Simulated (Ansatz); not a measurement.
## Formation energy and levels of the substitutional impurity Cd_Al in AlN (F-43m)

Wanted: the transition levels of a substitutional impurity in AlN (F-43m), from a cell of 54 host atoms with 1 Al taken out and 1 Cd put in.

Program: Ansatz 0.2.0. Level of theory: place-levels on r2SCAN runs: charge-transition levels and formation energies with image-charge correction and potential alignment at the atomic sites; PAW set soft_1. Results are calculated unless marked as measured.

### 1. The structure

The cell holds 54 atoms: 26 Al, 27 N and 1 Cd. Its edges and angles: a = 9.269 Å, b = 9.269 Å, c = 9.269 Å, α = 60.0°, β = 60.0°, γ = 60.0°. It derives from AlN (space group F-43m). Nearest the centre at fractional (0.333, 0.667, 0.667): Cd35 at 0.00 Å, N34 at 1.89 Å, N30 at 1.89 Å, N18 at 1.89 Å, N36 at 1.89 Å, Al23 at 3.09 Å, Al31 at 3.09 Å, Al5 at 3.09 Å.

Structure file:

```xyz
54
Lattice="0.0000 6.5542 6.5542 6.5542 0.0000 6.5542 6.5542 6.5542 0.0000" Properties=species:S:1:pos:R:3 pbc="T T T"
Al    0.0000    0.0000    0.0000
N     1.0924    1.0924    1.0924
Al    2.1847    2.1847    0.0000
N     3.2771    3.2771    1.0924
Al    4.3695    4.3695    0.0000
N     5.4618    5.4618    1.0924
Al    2.1847    0.0000    2.1847
N     3.2771    1.0924    3.2771
Al    4.3695    2.1847    2.1847
N     5.4618    3.2771    3.2771
Al    6.5542    4.3695    2.1847
N     7.6466    5.4618    3.2771
Al    4.3695    0.0000    4.3695
N     5.4618    1.0924    5.4618
Al    6.5542    2.1847    4.3695
N     7.6466    3.2771    5.4618
Al    8.7389    4.3695    4.3695
N     9.8313    5.4618    5.4618
Al    0.0000    2.1847    2.1847
N     1.0924    3.2771    3.2771
Al    2.1847    4.3695    2.1847
N     3.2771    5.4618    3.2771
Al    4.3695    6.5542    2.1847
N     5.4618    7.6466    3.2771
Al    2.1847    2.1847    4.3695
N     3.2771    3.2771    5.4618
Al    4.3695    4.3695    4.3695
N     5.4618    5.4618    5.4618
Al    6.5542    6.5542    4.3695
N     7.6466    7.6466    5.4618
Al    4.3695    2.1847    6.5542
N     5.4618    3.2771    7.6466
Al    6.5542    4.3695    6.5542
N     7.6466    5.4618    7.6466
Cd    8.7389    6.5542    6.5542
N     9.8313    7.6466    7.6466
Al    0.0000    4.3695    4.3695
N     1.0924    5.4618    5.4618
Al    2.1847    6.5542    4.3695
N     3.2771    7.6466    5.4618
Al    4.3695    8.7389    4.3695
N     5.4618    9.8313    5.4618
Al    2.1847    4.3695    6.5542
N     3.2771    5.4618    7.6466
Al    4.3695    6.5542    6.5542
N     5.4618    7.6466    7.6466
Al    6.5542    8.7389    6.5542
N     7.6466    9.8313    7.6466
Al    4.3695    4.3695    8.7389
N     5.4618    5.4618    9.8313
Al    6.5542    6.5542    8.7389
N     7.6466    7.6466    9.8313
Al    8.7389    8.7389    8.7389
N     9.8313    9.8313    9.8313
```

Screening for the image-charge correction: ε∞ = 4.64, ε0 = 8.51, computed on the host (DFPT, PBEsol, on the r2SCAN cell), and a cell off the functional's own equilibrium shifts the ionic part.

The cell's shortest repeat is 9.3 Å.

### 2. What was run first

Levels follow from differences of total energies between charge states, each relaxed by itself.

Random displacements of about 0.05 Å break the site symmetry at the start, so that the relaxation can reach a distorted minimum if there is one. Forces are taken at one point at (¼, ¼, ¼). The cell holds 1 electron more than the neutral one, with a uniform background that keeps it neutral on the whole.

The sampling was tested on the host first: at the k-points planned (1x1x1 shifted 0.25 0.25 0.25) its energy lies 0.045 eV an atom from the dense-mesh value, so the final energies take a denser sampling.

One of the inputs; charge, spin and start change from state to state.

qm1.relax/input.yaml reads:

```yaml
crystal:
  lattice:
    - [0.0, 6.55418986, 6.55418986]
    - [6.55418986, 0.0, 6.55418986]
    - [6.55418986, 6.55418986, 0.0]
  atoms:
    - { symbol: Al, position: [0.0, 0.0, 0.0] }
    - { symbol: "N", position: [0.08333333, 0.08333333, 0.08333333] }
    - { symbol: Al, position: [0.0, 0.0, 0.33333333] }
    - { symbol: "N", position: [0.08333333, 0.08333333, 0.41666667] }
    - { symbol: Al, position: [0.0, 0.0, 0.66666667] }
    - { symbol: "N", position: [0.08333333, 0.08333333, 0.75] }
    - { symbol: Al, position: [0.0, 0.33333333, 0.0] }
    - { symbol: "N", position: [0.08333333, 0.41666667, 0.08333333] }
    - { symbol: Al, position: [0.0, 0.33333333, 0.33333333] }
    - { symbol: "N", position: [0.08333333, 0.41666667, 0.41666667] }
    - { symbol: Al, position: [0.0, 0.33333333, 0.66666667] }
    - { symbol: "N", position: [0.08333333, 0.41666667, 0.75] }
    - { symbol: Al, position: [0.0, 0.66666667, 0.0] }
    - { symbol: "N", position: [0.08333333, 0.75, 0.08333333] }
    - { symbol: Al, position: [0.0, 0.66666667, 0.33333333] }
    - { symbol: "N", position: [0.08333333, 0.75, 0.41666667] }
    - { symbol: Al, position: [0.0, 0.66666667, 0.66666667] }
    - { symbol: "N", position: [0.08333333, 0.75, 0.75] }
    - { symbol: Al, position: [0.33333333, 0.0, 0.0] }
    - { symbol: "N", position: [0.41666667, 0.08333333, 0.08333333] }
    - { symbol: Al, position: [0.33333333, 0.0, 0.33333333] }
    - { symbol: "N", position: [0.41666667, 0.08333333, 0.41666667] }
    - { symbol: Al, position: [0.33333333, 0.0, 0.66666667] }
    - { symbol: "N", position: [0.41666667, 0.08333333, 0.75] }
    - { symbol: Al, position: [0.33333333, 0.33333333, 0.0] }
    - { symbol: "N", position: [0.41666667, 0.41666667, 0.08333333] }
    - { symbol: Al, position: [0.33333333, 0.33333333, 0.33333333] }
    - { symbol: "N", position: [0.41666667, 0.41666667, 0.41666667] }
    - { symbol: Al, position: [0.33333333, 0.33333333, 0.66666667] }
    - { symbol: "N", position: [0.41666667, 0.41666667, 0.75] }
    - { symbol: Al, position: [0.33333333, 0.66666667, 0.0] }
    - { symbol: "N", position: [0.41666667, 0.75, 0.08333333] }
    - { symbol: Al, position: [0.33333333, 0.66666667, 0.33333333] }
    - { symbol: "N", position: [0.41666667, 0.75, 0.41666667] }
    - { symbol: Cd, position: [0.33333333, 0.66666667, 0.66666667] }
    - { symbol: "N", position: [0.41666667, 0.75, 0.75] }
    - { symbol: Al, position: [0.66666667, 0.0, 0.0] }
    - { symbol: "N", position: [0.75, 0.08333333, 0.08333333] }
    - { symbol: Al, position: [0.66666667, 0.0, 0.33333333] }
    - { symbol: "N", position: [0.75, 0.08333333, 0.41666667] }
    - { symbol: Al, position: [0.66666667, 0.0, 0.66666667] }
    - { symbol: "N", position: [0.75, 0.08333333, 0.75] }
    - { symbol: Al, position: [0.66666667, 0.33333333, 0.0] }
    - { symbol: "N", position: [0.75, 0.41666667, 0.08333333] }
    - { symbol: Al, position: [0.66666667, 0.33333333, 0.33333333] }
    - { symbol: "N", position: [0.75, 0.41666667, 0.41666667] }
    - { symbol: Al, position: [0.66666667, 0.33333333, 0.66666667] }
    - { symbol: "N", position: [0.75, 0.41666667, 0.75] }
    - { symbol: Al, position: [0.66666667, 0.66666667, 0.0] }
    - { symbol: "N", position: [0.75, 0.75, 0.08333333] }
    - { symbol: Al, position: [0.66666667, 0.66666667, 0.33333333] }
    - { symbol: "N", position: [0.75, 0.75, 0.41666667] }
    - { symbol: Al, position: [0.66666667, 0.66666667, 0.66666667] }
    - { symbol: "N", position: [0.75, 0.75, 0.75] }
  host:
    repeats: [3, 3, 3]
    atoms:
      - { symbol: Al, position: [0.0, 0.0, 0.0] }
      - { symbol: "N", position: [0.25, 0.25, 0.25] }
total_charge: -1
basis:
  ecutwfc: 500
  xc_grid: 2
hamiltonian:
  xc: r2scan
  pseudopotentials: { kind: paw, azcp: { folder: soft_1 } }
kpoints:
  mp_grid: { grid: [1, 1, 1], shift: [0.25, 0.25, 0.25] }
scf:
  occupations: { method: fixed }
  max_iter: 100
output:
  forces: true
  charged_corrections:
    epsilon: 4.64
    static_epsilon: 8.51
    defect_position: [0.333333, 0.666667, 0.666667]
relax:
  f_tol: 0.02
  max_steps: 80
  random_displacement: { amplitude: 0.05, seed: 7409 }
checkpoint:
  write: "../qm1.relax.run"
  compress: false
  write_wavefunctions: true
  write_every: 100000
```

On the command line:

```console
> ansatz run input.yaml --threads 4 --pin off --max-ram 7536MiB --backend cpu --events-out ev --progress --plain --runs-dir out
```

The relaxed structure is kept and the sampling changed to a 2×2×2 shifted mesh.

The run of this state that the levels use, under r2SCAN:

qm1.point/input.yaml reads:

```yaml
crystal:
  checkpoint: "../qm1.relax.run"
  host: checkpoint
total_charge: -1
basis:
  ecutwfc: 500
  xc_grid: 2
hamiltonian:
  xc: r2scan
  pseudopotentials: { kind: paw, azcp: { folder: soft_1 } }
kpoints:
  mp_grid: { grid: [2, 2, 2], shift: [0.5, 0.5, 0.5] }
scf:
  occupations: { method: fermi_dirac, width: 0.01 }
  max_iter: 100
output:
  forces: true
  eigenvalues: true
  charged_corrections:
    epsilon: 4.64
    static_epsilon: 8.51
    defect_position: [0.333333, 0.666667, 0.666667]
  eigenstates: { localisation: true }
  populations: true
  band_densities: [{ bands: [v1, v1] }, { bands: [c1, c1] }]
  write_density: true
  write_potential: true
  volumetric_format: npy
  elf: true
checkpoint:
  read: "../qm1.relax.run"
  write: "../qm1.point.run"
  compress: false
  write_wavefunctions: false
  write_every: 100000
```

Relaxations under r2SCAN at one point at (¼, ¼, ¼); times on 4 threads of Arm Neoverse V1, shared host:

```
charge  moment (μB)  occupations        outcome  steps  largest displacement against the far atoms (Å)     time
    −1            0        fixed      converged      6                                            0.26     54 s
     0            1        fixed      converged      8                                            0.28  3.5 min
    +1            0        fixed  not converged      3                                               -    3 min
    +1            0  fermi-dirac      converged      6                                            0.27     80 s
    +1            2        fixed      converged      6                                            0.27  2.1 min
```

Single points under r2SCAN at a 2×2×2 shifted mesh; times on 4 threads of Arm Neoverse V1, shared host:

```
charge  moment (μB)  occupations    outcome     time
    −1            0  fermi-dirac  converged     37 s
     0            1  fermi-dirac  converged  2.2 min
    +1            0  fermi-dirac  converged     60 s
    +1            2  fermi-dirac  converged  2.1 min
```

Distances (Å) from Cd35 to the nearest atoms after relaxation with r2SCAN:

```
charge  moment (μB)      1.      2.      3.      4.       5.       6.
    −1            0  N 2.14  N 2.14  N 2.14  N 2.14  Al 3.09  Al 3.09
     0            1  N 2.12  N 2.13  N 2.13  N 2.20  Al 3.08  Al 3.09
    +1            0  N 2.10  N 2.16  N 2.16  N 2.16  Al 3.10  Al 3.11
    +1            2  N 2.09  N 2.17  N 2.17  N 2.17  Al 3.10  Al 3.10
```

(Continued in part 2 of 2.)

[Logs are printed without paths, hosts, clocks, repeated set-up lines and the standing remarks that a program may print on its own settings, such as how far it seeks lower states.]

[Hosts, paths, dates, database ids (printed as entryN), source tags and the programs' standing remarks are cut or masked in the printed files.]

[Where a table of states has a column of steps, it counts the stored structures, which are thinned; the runs took as many ionic steps or more.]

[A defect's name tells the site on which it was built; relaxed atoms can leave that site.]

[For some hosts the program warned that the k-mesh of the response run may be too coarse for force constants and the static dielectric constant; such warnings are not shown here.]
